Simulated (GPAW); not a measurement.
# Si K ELNES/XANES of Si2W (I4/mmm) from DFT, part 3 of 3

How does the Si K edge of Si2W (I4/mmm) move when the bonds are compressed or stretched?

GPAW 26.7.0; X-ray absorption from dipole matrix elements to empty bands, plane-wave PAW RPBE.

So far. Step 4 (Spectrum with XCH, Si atom 2): The total-energy difference is 1852.76 eV. One term is added: -14.97 eV, since the hole is spin-paired here and a spin-polarised one costs that much less in the free atom (computed apart). The photon energy is then 1837.79 eV. The tabulated edge of the element is 1839 eV. The functional leaves an error of a few eV in such absolute values. Step 6 (Spectrum with XCH, Si atom 2): Against the first run the r.m.s. difference is 8 %.

## 8. Spectrum with XCH, Si atom 2

Shorter bonds are expected to push antibonding states and scattering resonances up, and longer ones down; the cell is scaled to test that.

Changed against the first core-hole run: volume scale from 1 to 0.97.

Input file xas.py:

```python
import numpy as np
from ase import Atoms
from ase.parallel import parprint, paropen
from gpaw import GPAW, PW, FermiDirac, Mixer, MixerDif, setup_paths
from gpaw.test import gen
setup_paths.insert(0, '.')
gen('Si', name='fch1s', xcname='RPBE', corehole=(1, 0, 1), write_xml=True)
from gpaw.mpi import world
world.barrier()

atoms = Atoms('W5Si10',
    cell=[[1.59066758, 4.77200273, -3.87540235],
     [4.77200273, -1.59066758, -3.87540235],
     [-1.59066758, -4.77200273, -3.87540235]],
    scaled_positions=[[0, 0, 0],
     [0.2, 0.4, 0.4],
     [0.6, 0.2, 0.2],
     [0.4, 0.8, 0.8],
     [0.8, 0.6, 0.6],
     [0.3347, 0, 0.3347],
     [0.5347, 0.4, 0.7347],
     [0.9347, 0.2, 0.5347],
     [0.7347, 0.8, 0.1347],
     [0.1347, 0.6, 0.9347],
     [0.6653, 0, 0.6653],
     [0.8653, 0.4, 0.0653],
     [0.2653, 0.2, 0.8653],
     [0.0653, 0.8, 0.4653],
     [0.4653, 0.6, 0.2653]],
    pbc=True)
atoms.calc = calc = GPAW(legacy_gpaw=True, mode=PW(430, force_complex_dtype=True), xc='RPBE', setups={5: 'fch1s'},
    kpts={'size': (5, 5, 5), 'gamma': True}, occupations=FermiDirac(0.1),
    charge=-1, mixer=Mixer(0.1, 5, 50), maxiter=150,
    convergence={'density': 0.0001, 'eigenstates': 1e-6}, txt='scf.txt')
energy = atoms.get_potential_energy() + calc.get_reference_energy()
ef = calc.get_fermi_level()
out = dict(energy=energy, fermi=ef, forces=atoms.get_forces().tolist())
parprint(f'all-electron energy {energy:.4f} eV, Fermi level {ef:.4f} eV')
ev = np.array([[calc.get_eigenvalues(k, s) for k in range(len(calc.get_ibz_k_points()))] for s in range(calc.get_number_of_spins())])
out['homo'], out['lumo'], out['counts'] = ev[ev < ef].max(), ev[ev > ef].min(), sorted(set((ev < ef).sum((0, 2)).tolist()))
out['filled'] = (ev[:, 0] < ef).sum(1).tolist()

from ase.units import Ha
from gpaw.xas import dipole_matrix_elements
nb = int(calc.get_number_of_electrons() / 2) + 144
top, nb = nb, nb + 8 + nb // 12
nscf = calc.fixed_density(kpts={'size': (7, 7, 7), 'gamma': True}, nbands=nb,
    convergence={'bands': top, 'eigenstates': 5e-3}, maxiter=60, txt='nscf.txt')
cell = atoms.cell.array
ops = [cell.T @ U.T @ np.linalg.inv(cell.T) for U in nscf.wfs.kd.symmetry.op_scc]
E = np.arange(-6, 34, 0.1)
fwhm = np.interp(E, [4, 25], [0.9, 3.5])
Y, X, zero, highest = 0, 0, 1e9, 1e9
for spin in range(nscf.get_number_of_spins()):
    wfs = nscf.wfs
    mine = wfs.bd.get_slice()  # this rank's bands
    A = dipole_matrix_elements(wfs.setups[5])
    eps = np.zeros((wfs.kd.nibzkpts, nb))
    d = np.zeros((3, A.shape[1], wfs.kd.nibzkpts, nb), complex)
    for kpt in wfs.kpt_u:
        if kpt.s == spin and 5 in kpt.P_ani:
            eps[kpt.k, mine] = kpt.eps_n * Ha
            d[:, :, kpt.k, mine] = (kpt.weight * wfs.nspins / 2) ** 0.5 * np.inner(A, kpt.P_ani[5])
    world.sum(eps)
    world.sum(d)
    T = np.einsum('amkn,bmkn->abkn', d, d.conj()).real
    T = sum(np.einsum('ai,ijkn,bj->abkn', R, T, R) for R in ops) / len(ops)
    empty = eps > ef
    zero, highest = min(zero, eps[empty].min()), min(highest, eps[:, top - 1].min())
    lines = [(eps, T, empty)] if spin == 0 else lines + [(eps, T, empty)]
for eps, T, empty in lines:
    f = np.einsum('aakn->akn', T).reshape(3, -1)
    x = eps.ravel() - zero
    w = np.interp(x, E, fwhm) / 2.35482
    g = np.exp(-0.5 * ((E[:, None] - x) / w) ** 2) / (w * (2 * np.pi) ** 0.5)
    Y = Y + (f * empty.ravel()) @ g.T
    X = X + (f * ~empty.ravel()) @ g.T
out.update(E=E.round(2).tolist(), xas=Y.tolist(), xes=X.tolist(), zero=zero, valid=highest - zero, nk=len(eps), nb=nb)
for i in range(0, len(E), 10):
    parprint(f'{E[i]:7.2f}', *(f'{v:10.3e}' for v in Y[:, i]))
import json
with paropen('out.json', 'w') as f:
    json.dump(out, f)
```

On the command line:

```sh
$ OMP_NUM_THREADS=1 mpirun -n 4 gpaw python xas.py
```

Numbers of over 12 decimals in the logs are rounded to 6 here.

The program printed:

```text
Input parameters:
  charge: -1
  convergence: {density: 0.0001,
                eigenstates: 1e-06}
  kpts: {gamma: True,
         size: (5, 5, 5)}
  maxiter: 150
  mixer: {backend: pulay,
          beta: 0.1,
          method: separate,
          nmaxold: 5,
          weight: 50}
  mode: {ecut: 430.0,
         force_complex_dtype: True,
         name: pw}
  occupations: {fixmagmom: False,
[...]
*p    :     0.472488
*d    :     0.000000
--------------------------------

Diagonalizing with gridspacing h=0.050

state   all-electron     PAW
-------------------------------
3s:      -0.831824    -0.832072
3p:      -0.527512    -0.527767
*d:                   -0.146955
*f:                   -0.020665
-------------------------------
all-electron energy -2271079.3262 eV, Fermi level 13.6207 eV
[...]
32.00  3.860e-06  3.860e-06  4.744e-06
  33.00  3.981e-06  3.981e-06  4.533e-06
[key lines of the parts left out:]
Converged after 17 iterations.
Dipole moment: (-0.000000, 0.000000, 0.036226) |e|*Ang
Free energy:   -119.462635
Fermi level: 13.62069
```

The job ended after 2.8 min (4 MPI ranks of Intel Xeon Platinum 8488C (Sapphire Rapids), shared host; peak memory 0.66 GiB; 11 min of CPU time).

```csv
E (eV),first run,this run
-2.0,0.00,0.00
-1.0,0.00,0.00
0.0,0.34,0.34
1.0,1.05,1.01
2.0,1.35,1.33
3.0,1.29,1.23
4.0,1.70,1.67
5.0,1.40,1.36
6.0,1.53,1.49
7.0,1.41,1.44
8.0,1.23,1.23
9.0,1.23,1.26
10.0,1.04,1.15
11.0,0.82,0.88
12.0,0.75,0.76
13.0,0.70,0.72
14.0,0.59,0.63
15.0,0.52,0.53
16.0,0.57,0.54
17.0,0.68,0.64
18.0,0.74,0.72
19.0,0.76,0.76
20.0,0.75,0.76
21.0,0.72,0.74
22.0,0.66,0.69
23.0,0.60,0.62
24.0,0.57,0.57
25.0,0.59,0.57
26.0,0.63,0.60
27.0,0.69,0.66
28.0,0.73,0.71
29.0,0.76,0.75
30.0,0.77,0.78
31.0,0.77,0.79
```

The scaled spectrum changes by 4 % r.m.s. The highest intensity below 16 eV goes from 3.9 eV (1.71) to 4.0 eV (1.67).

The photon energy of the zero moves by -0.01 eV.

## 9. Supercell without a hole, the energy reference

The cell changes for the next run, so it gets a reference energy of its own.

The cell differs from the one that the last finished run ended in (a 6.350 → 6.478 Å, b 6.350 → 6.478 Å, c 6.350 → 6.478 Å).

Input file scf.py:

```python
import numpy as np
from ase import Atoms
from ase.parallel import parprint, paropen
from gpaw import GPAW, PW, FermiDirac, Mixer, MixerDif, setup_paths
from gpaw.test import gen
setup_paths.insert(0, '.')
gen('Si', name='nch1s', xcname='RPBE', corehole=(1, 0, 0), write_xml=True)
from gpaw.mpi import world
world.barrier()

atoms = Atoms('W5Si10',
    cell=[[1.62281094, 4.86843281, -3.9537144],
     [4.86843281, -1.62281094, -3.9537144],
     [-1.62281094, -4.86843281, -3.9537144]],
    scaled_positions=[[0, 0, 0],
     [0.2, 0.4, 0.4],
     [0.6, 0.2, 0.2],
     [0.4, 0.8, 0.8],
     [0.8, 0.6, 0.6],
     [0.3347, 0, 0.3347],
     [0.5347, 0.4, 0.7347],
     [0.9347, 0.2, 0.5347],
     [0.7347, 0.8, 0.1347],
     [0.1347, 0.6, 0.9347],
     [0.6653, 0, 0.6653],
     [0.8653, 0.4, 0.0653],
     [0.2653, 0.2, 0.8653],
     [0.0653, 0.8, 0.4653],
     [0.4653, 0.6, 0.2653]],
    pbc=True)
atoms.calc = calc = GPAW(legacy_gpaw=True, mode=PW(430, force_complex_dtype=True), xc='RPBE', setups={5: 'nch1s'},
    kpts={'size': (5, 5, 5), 'gamma': True}, occupations=FermiDirac(0.1),
    charge=0, mixer=Mixer(0.1, 5, 50), maxiter=150,
    convergence={'density': 0.0001, 'eigenstates': 1e-6}, txt='scf.txt')
energy = atoms.get_potential_energy() + calc.get_reference_energy()
ef = calc.get_fermi_level()
out = dict(energy=energy, fermi=ef, forces=atoms.get_forces().tolist())
parprint(f'all-electron energy {energy:.4f} eV, Fermi level {ef:.4f} eV')
ev = np.array([[calc.get_eigenvalues(k, s) for k in range(len(calc.get_ibz_k_points()))] for s in range(calc.get_number_of_spins())])
out['homo'], out['lumo'], out['counts'] = ev[ev < ef].max(), ev[ev > ef].min(), sorted(set((ev < ef).sum((0, 2)).tolist()))
out['filled'] = (ev[:, 0] < ef).sum(1).tolist()
import json
with paropen('out.json', 'w') as f:
    json.dump(out, f)
```

On the command line:

```sh
$ OMP_NUM_THREADS=1 mpirun -n 4 gpaw python scf.py
```

The program printed:

```text
Input parameters:
  convergence: {density: 0.0001,
                eigenstates: 1e-06}
  kpts: {gamma: True,
         size: (5, 5, 5)}
  maxiter: 150
  mixer: {backend: pulay,
          beta: 0.1,
          method: separate,
          nmaxold: 5,
          weight: 50}
  mode: {ecut: 430.0,
         force_complex_dtype: True,
         name: pw}
  occupations: {fixmagmom: False,
                name: fermi-dirac,
[...]
3s(2) :    -0.396649     1.106964
*s    :     0.603351
3p(2) :    -0.149766     1.006065
*p    :     0.850234
*d    :     0.000000
--------------------------------

Diagonalizing with gridspacing h=0.050

state   all-electron     PAW
-------------------------------
3s:      -0.396649    -0.396798
3p:      -0.149766    -0.149896
*d:                    0.029708
*f:                    0.067188
-------------------------------
all-electron energy -2272932.6204 eV, Fermi level 12.3800 eV
[key lines of the parts left out:]
Converged after 19 iterations.
Dipole moment: (-0.000000, 0.000000, -0.000000) |e|*Ang
Free energy:   -110.717633
Fermi level: 12.38000
```

The job ended after 44 s (4 MPI ranks; peak memory 0.31 GiB; 2.9 min of CPU time).

Reference energy: -2272932.620 eV with the cores included.

## 10. Spectrum with XCH, Si atom 2

Shorter bonds are expected to push antibonding states and scattering resonances up, and longer ones down; the cell is scaled to test that.

Changed against the first core-hole run: volume scale from 1 to 1.03.

Edit xas.py of step 8 so:

```diff
@@ -11,5 +11,5 @@
 atoms = Atoms('W5Si10',
-    cell=[[1.59066758, 4.77200273, -3.87540235],
-     [4.77200273, -1.59066758, -3.87540235],
-     [-1.59066758, -4.77200273, -3.87540235]],
+    cell=[[1.62281094, 4.86843281, -3.9537144],
+     [4.86843281, -1.62281094, -3.9537144],
+     [-1.62281094, -4.86843281, -3.9537144]],
     scaled_positions=[[0, 0, 0],
@@ -44,3 +44,3 @@
 from gpaw.xas import dipole_matrix_elements
-nb = int(calc.get_number_of_electrons() / 2) + 144
+nb = int(calc.get_number_of_electrons() / 2) + 152
 top, nb = nb, nb + 8 + nb // 12
```

On the command line:

```sh
$ OMP_NUM_THREADS=1 mpirun -n 4 gpaw python xas.py
```

The program printed:

```text
Input parameters:
  charge: -1
  convergence: {density: 0.0001,
                eigenstates: 1e-06}
  kpts: {gamma: True,
         size: (5, 5, 5)}
  maxiter: 150
  mixer: {backend: pulay,
          beta: 0.1,
          method: separate,
          nmaxold: 5,
          weight: 50}
  mode: {ecut: 430.0,
         force_complex_dtype: True,
         name: pw}
  occupations: {fixmagmom: False,
[...]
*p    :     0.472488
*d    :     0.000000
--------------------------------

Diagonalizing with gridspacing h=0.050

state   all-electron     PAW
-------------------------------
3s:      -0.831824    -0.832072
3p:      -0.527512    -0.527767
*d:                   -0.146955
*f:                   -0.020665
-------------------------------
all-electron energy -2271079.8566 eV, Fermi level 12.6341 eV
[...]
32.00  4.093e-06  4.093e-06  4.426e-06
  33.00  4.505e-06  4.505e-06  4.409e-06
[key lines of the parts left out:]
Converged after 16 iterations.
Dipole moment: (-0.000000, 0.000000, 0.033813) |e|*Ang
Free energy:   -119.996100
Fermi level: 12.63410
```

The job ended after 3 min (4 MPI ranks; peak memory 0.68 GiB; 12 min of CPU time).

```csv
E (eV),first run,this run
-2.0,0.00,0.00
-1.0,0.00,0.00
0.0,0.34,0.34
1.0,1.05,1.10
2.0,1.35,1.35
3.0,1.29,1.39
4.0,1.70,1.69
5.0,1.40,1.46
6.0,1.53,1.56
7.0,1.41,1.38
8.0,1.23,1.22
9.0,1.23,1.18
10.0,1.04,0.95
11.0,0.82,0.79
12.0,0.75,0.74
13.0,0.70,0.67
14.0,0.59,0.55
15.0,0.52,0.52
16.0,0.57,0.61
17.0,0.68,0.71
18.0,0.74,0.75
19.0,0.76,0.75
20.0,0.75,0.74
21.0,0.72,0.70
22.0,0.66,0.64
23.0,0.60,0.59
24.0,0.57,0.58
25.0,0.59,0.61
26.0,0.63,0.66
27.0,0.69,0.71
28.0,0.73,0.74
29.0,0.76,0.76
30.0,0.77,0.76
31.0,0.77,0.77
```

The scaled spectrum changes by 4 % r.m.s. The highest intensity below 16 eV goes from 3.9 eV (1.71) to 3.8 eV (1.75).

The photon energy of the zero moves by +0.00 eV.

## 11. Reference energy of the supercell

The cell changes for the next run, so it gets a reference energy of its own.

The cell differs from the one that the last finished run ended in (a 6.478 → 6.540 Å, b 6.478 → 6.540 Å, c 6.478 → 6.540 Å).

Edit scf.py of step 9 so:

```diff
@@ -11,5 +11,5 @@
 atoms = Atoms('W5Si10',
-    cell=[[1.62281094, 4.86843281, -3.9537144],
-     [4.86843281, -1.62281094, -3.9537144],
-     [-1.62281094, -4.86843281, -3.9537144]],
+    cell=[[1.63841584, 4.91524753, -3.99173322],
+     [4.91524753, -1.63841584, -3.99173322],
+     [-1.63841584, -4.91524753, -3.99173322]],
     scaled_positions=[[0, 0, 0],
```

On the command line:

```sh
$ OMP_NUM_THREADS=1 mpirun -n 4 gpaw python scf.py
```

The program printed:

```text
Input parameters:
  convergence: {density: 0.0001,
                eigenstates: 1e-06}
  kpts: {gamma: True,
         size: (5, 5, 5)}
  maxiter: 150
  mixer: {backend: pulay,
          beta: 0.1,
          method: separate,
          nmaxold: 5,
          weight: 50}
  mode: {ecut: 430.0,
         force_complex_dtype: True,
         name: pw}
  occupations: {fixmagmom: False,
                name: fermi-dirac,
[...]
3s(2) :    -0.396649     1.106964
*s    :     0.603351
3p(2) :    -0.149766     1.006065
*p    :     0.850234
*d    :     0.000000
--------------------------------

Diagonalizing with gridspacing h=0.050

state   all-electron     PAW
-------------------------------
3s:      -0.396649    -0.396798
3p:      -0.149766    -0.149896
*d:                    0.029708
*f:                    0.067188
-------------------------------
all-electron energy -2272932.5124 eV, Fermi level 11.9488 eV
[key lines of the parts left out:]
Converged after 23 iterations.
Dipole moment: (-0.000000, -0.000000, 0.000000) |e|*Ang
Free energy:   -110.613024
Fermi level: 11.94882
```

Wall time 51 s (4 MPI ranks); peak memory 0.33 GiB; 3.4 min of CPU time.

Reference energy: -2272932.512 eV with the cores included.

## 12. Spectrum with XCH, Si atom 2

Shorter bonds are expected to push antibonding states and scattering resonances up, and longer ones down; the cell is scaled to test that.

Changed against the first core-hole run: volume scale from 1 to 1.06.

Edit xas.py of step 10 so:

```diff
@@ -11,5 +11,5 @@
 atoms = Atoms('W5Si10',
-    cell=[[1.62281094, 4.86843281, -3.9537144],
-     [4.86843281, -1.62281094, -3.9537144],
-     [-1.62281094, -4.86843281, -3.9537144]],
+    cell=[[1.63841584, 4.91524753, -3.99173322],
+     [4.91524753, -1.63841584, -3.99173322],
+     [-1.63841584, -4.91524753, -3.99173322]],
     scaled_positions=[[0, 0, 0],
@@ -44,3 +44,3 @@
 from gpaw.xas import dipole_matrix_elements
-nb = int(calc.get_number_of_electrons() / 2) + 152
+nb = int(calc.get_number_of_electrons() / 2) + 155
 top, nb = nb, nb + 8 + nb // 12
```

On the command line:

```sh
$ OMP_NUM_THREADS=1 mpirun -n 4 gpaw python xas.py
```

The program printed:

```text
Input parameters:
  charge: -1
  convergence: {density: 0.0001,
                eigenstates: 1e-06}
  kpts: {gamma: True,
         size: (5, 5, 5)}
  maxiter: 150
  mixer: {backend: pulay,
          beta: 0.1,
          method: separate,
          nmaxold: 5,
          weight: 50}
  mode: {ecut: 430.0,
         force_complex_dtype: True,
         name: pw}
  occupations: {fixmagmom: False,
[...]
*p    :     0.472488
*d    :     0.000000
--------------------------------

Diagonalizing with gridspacing h=0.050

state   all-electron     PAW
-------------------------------
3s:      -0.831824    -0.832072
3p:      -0.527512    -0.527767
*d:                   -0.146955
*f:                   -0.020665
-------------------------------
all-electron energy -2271079.7491 eV, Fermi level 12.1784 eV
[...]
32.00  4.378e-06  4.378e-06  4.400e-06
  33.00  4.816e-06  4.816e-06  4.569e-06
[key lines of the parts left out:]
Converged after 17 iterations.
Dipole moment: (-0.000000, -0.000000, 0.032521) |e|*Ang
Free energy:   -119.890229
Fermi level: 12.17836
```

It took 3.5 min on 4 MPI ranks; peak memory 0.69 GiB; 14 min of CPU time.

```csv
E (eV),first run,this run
-2.0,0.00,0.00
-1.0,0.00,0.00
0.0,0.34,0.36
1.0,1.05,1.14
2.0,1.35,1.35
3.0,1.29,1.49
4.0,1.70,1.66
5.0,1.40,1.52
6.0,1.53,1.57
7.0,1.41,1.34
8.0,1.23,1.21
9.0,1.23,1.10
10.0,1.04,0.88
11.0,0.82,0.77
12.0,0.75,0.72
13.0,0.70,0.64
14.0,0.59,0.53
15.0,0.52,0.54
16.0,0.57,0.65
17.0,0.68,0.73
18.0,0.74,0.75
19.0,0.76,0.74
20.0,0.75,0.72
21.0,0.72,0.68
22.0,0.66,0.63
23.0,0.60,0.59
24.0,0.57,0.60
25.0,0.59,0.64
26.0,0.63,0.68
27.0,0.69,0.72
28.0,0.73,0.74
29.0,0.76,0.75
30.0,0.77,0.76
31.0,0.77,0.78
```

The scaled spectrum changes by 8 % r.m.s. The highest intensity below 16 eV goes from 3.9 eV (1.71) to 3.6 eV (1.79).

The photon energy of the zero moves by +0.00 eV.

## 13. The volumes side by side

```csv
volume,nearest distance (Å),shift of the zero (eV),maximum 1 (eV above own zero),maximum 2 (eV above own zero),maximum 3 (eV above own zero),maximum 4 (eV above own zero)
0.94,2.536,-0.02,2.1,4.1,6.6,19.8
0.97,2.562,-0.01,2.0,4.0,6.4,19.4
1,2.589,+0.00,1.8,3.9,6.1,18.9
1.03,2.614,+0.00,1.7,3.8,5.9,18.5
1.06,2.639,+0.00,1.7,3.6,5.6,18.0
```

The curves, each shifted by its zero's change so that they share one photon-energy axis, counted from the zero at V × 1:

```csv
E (eV),V × 0.94,V × 0.97,V × 1,V × 1.03,V × 1.06
-2.0,0.00,0.00,0.00,0.00,0.00
-1.0,0.00,0.00,0.00,0.00,0.00
0.0,0.36,0.34,0.34,0.34,0.36
1.0,1.00,1.02,1.05,1.10,1.14
2.0,1.30,1.33,1.35,1.35,1.35
3.0,1.19,1.23,1.29,1.39,1.49
4.0,1.60,1.67,1.70,1.69,1.66
5.0,1.34,1.36,1.40,1.46,1.52
6.0,1.45,1.49,1.53,1.56,1.57
7.0,1.44,1.43,1.41,1.38,1.34
8.0,1.23,1.23,1.23,1.22,1.21
9.0,1.26,1.26,1.23,1.18,1.10
10.0,1.24,1.15,1.04,0.95,0.88
11.0,0.96,0.88,0.82,0.79,0.77
12.0,0.79,0.76,0.75,0.74,0.72
13.0,0.74,0.72,0.70,0.67,0.64
14.0,0.67,0.63,0.59,0.55,0.53
15.0,0.55,0.53,0.52,0.52,0.54
16.0,0.52,0.54,0.57,0.61,0.65
17.0,0.60,0.64,0.68,0.71,0.73
18.0,0.70,0.72,0.74,0.75,0.75
19.0,0.76,0.76,0.76,0.75,0.74
20.0,0.77,0.76,0.75,0.74,0.72
21.0,0.75,0.74,0.72,0.70,0.68
22.0,0.71,0.69,0.66,0.64,0.63
23.0,0.64,0.62,0.60,0.59,0.59
24.0,0.58,0.57,0.57,0.58,0.60
25.0,0.55,0.57,0.59,0.61,0.64
26.0,0.57,0.60,0.63,0.66,0.68
27.0,0.62,0.66,0.69,0.71,0.72
28.0,0.68,0.71,0.73,0.74,0.74
29.0,0.73,0.75,0.76,0.76,0.75
30.0,0.77,0.78,0.77,0.76,0.76
31.0,0.80,0.79,0.77,0.77,0.78
```

## 14. Summary of results

| Item | Value |
| --- | --- |
| absorber and edge | Si K, atom 2 of the ground-state input (counted from 1) |
| surroundings | 1 Si at 2.59 Å, 5 W at 2.62 Å, 4 Si at 2.63 Å and 4 Si at 3.21 Å (14-fold, site symmetry 4mm) |
| highest intensity below 16 eV | 3.9 eV above the zero, height 1.71 |
| photon energy of the zero, with the added terms | 1837.8 eV (raw 1852.8 eV; uncertain by a few eV) |

From V × 0.94 to V × 1.06 the nearest distance grows by 0.104 Å and the zero moves by +0.02 eV. Above their own zero, the maxima move from 2.1 to 1.7 eV, from 4.1 to 3.6 eV, from 6.6 to 5.6 eV and from 19.8 to 18.0 eV. The one highest in energy moves most, in the direction that the rule ΔE·R² ≈ constant for scattering resonances gives. The Si K edge of atom 2, with 1 Si at 2.59 Å, 5 W at 2.62 Å, 4 Si at 2.63 Å and 4 Si at 3.21 Å (14-fold, site symmetry 4mm), has its highest intensity of the first 16 eV at 3.9 eV above the zero, near 1842 eV in photon energy (uncertain by a few eV), 1.7 times the mean level of the first 20 eV (Gaussian full width 0.9 eV up to 4 eV, rising linearly to 3.5 eV at 25 eV). At the Si K edge of atom 2 polarisation matters most near 1.0 eV, where the curves differ by 0.7 on this scale. The holes are only 6.4 Å apart, so the shape is probably not converged with cell size; no larger cell was run here. The structure is a published determination, not relaxed.

[Banner, clock and machine lines of the logs are left out without a mark of their own.]

[Logs are printed without paths, hosts, clocks, repeated set-up lines and the standing remarks that a program may print on its own settings, such as how far it seeks lower states.]

[Hosts, paths, dates, database ids (printed as entryN), source tags and the programs' standing remarks are cut or masked in the printed files.]

[Lists of maxima count a maximum above −3 eV only where it reaches 4 % of the highest in the window and stands out from its surroundings by 2 % of it (1.5 % where it reaches 55 %); shoulders and weaker maxima are passed over, and of the rest the first, up to two pre-edge ones and the few strongest are named.]
